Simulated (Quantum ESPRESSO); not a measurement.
The O K edge of atom 3 in SnO2 (Cassiterite, P4_2/mnm), with 3 Sn at 2.05 Å (distorted trigonal planar, site symmetry m2m), was computed in 2 ways: full core hole (charged cell) and no core hole. Program and functional: Quantum ESPRESSO XSpectra, PBE, Lorentzian half width 0.3 eV up to 4 eV, rising linearly to 2.5 eV at 25 eV; cells of 6 and 12 atoms (the run without a hole in the smaller).

Each run is counted from its own lowest empty level or Fermi level and scaled to a mean of 1 over its first 20 eV. (XSpectra's own axis starts at xe0, in the gap; it has been shifted.)

```tsv
E (eV)	run 1	run 2
-2.0	0.03	0.02
-1.5	0.03	0.03
-1.0	0.04	0.03
-0.5	0.05	0.04
0.0	0.06	0.05
0.5	0.09	0.07
1.0	0.16	0.13
1.5	0.23	0.20
2.0	0.48	0.27
2.5	0.70	0.39
3.0	1.23	0.72
3.5	1.56	1.04
4.0	1.92	1.52
4.5	1.83	1.52
5.0	1.37	1.35
5.5	1.07	1.13
6.0	0.90	0.93
6.5	1.01	0.94
7.0	1.22	1.02
7.5	1.42	1.20
8.0	1.54	1.29
8.5	1.68	1.36
9.0	1.95	1.61
9.5	2.11	1.89
10.0	1.99	2.06
10.5	1.79	2.18
11.0	1.59	2.20
11.5	1.36	2.00
12.0	1.11	1.64
12.5	0.90	1.31
13.0	0.76	1.07
13.5	0.67	0.91
14.0	0.60	0.80
14.5	0.56	0.71
15.0	0.54	0.66
15.5	0.53	0.63
16.0	0.53	0.62
16.5	0.55	0.61
17.0	0.57	0.61
17.5	0.59	0.61
18.0	0.61	0.61
18.5	0.63	0.62
19.0	0.64	0.62
19.5	0.65	0.62
20.0	0.66	0.62
20.5	0.66	0.62
21.0	0.67	0.63
21.5	0.69	0.63
22.0	0.70	0.64
22.5	0.72	0.66
23.0	0.74	0.67
23.5	0.76	0.67
24.0	0.78	0.68
24.5	0.79	0.69
25.0	0.81	0.70
25.5	0.83	0.71
26.0	0.85	0.72
26.5	0.85	0.73
27.0	0.86	0.74
27.5	0.86	0.74
28.0	0.85	0.74
28.5	0.85	0.74
29.0	0.84	0.74
29.5	0.85	0.74
30.0	0.86	0.75
30.5	0.88	0.77
31.0	0.89	0.79
31.5	0.91	0.82
32.0	0.92	0.83
```

Q: Which run is which?

Run 1: full core hole (charged cell) (area from −2 to 6 eV 5.6, main maxima 4.2 eV (2.03) and 9.4 eV (2.11)). Run 2: no core hole (area from −2 to 6 eV 4.5, main maxima 4.1 eV (1.54) and 10.9 eV (2.21)). With each curve scaled to its own mean, the area from −2 to 6 eV with the hole is 5.6 against 4.5, and the centre of weight from −1 to 20 eV moves by -0.7 eV: the hole pulls the absorber's empty states down.

[Banner, clock and machine lines of the logs are left out without a mark of their own.]

[Logs are printed without paths, hosts, clocks, repeated set-up lines and the standing remarks that a program may print on its own settings, such as how far it seeks lower states.]

[Hosts, paths, dates, database ids (printed as entryN), source tags and the programs' standing remarks are cut or masked in the printed files.]

[Lists of maxima count a maximum above −3 eV only where it reaches 4 % of the highest in the window and stands out from its surroundings by 2 % of it (1.5 % where it reaches 55 %); shoulders and weaker maxima are passed over, and of the rest the first, up to two pre-edge ones and the few strongest are named.]
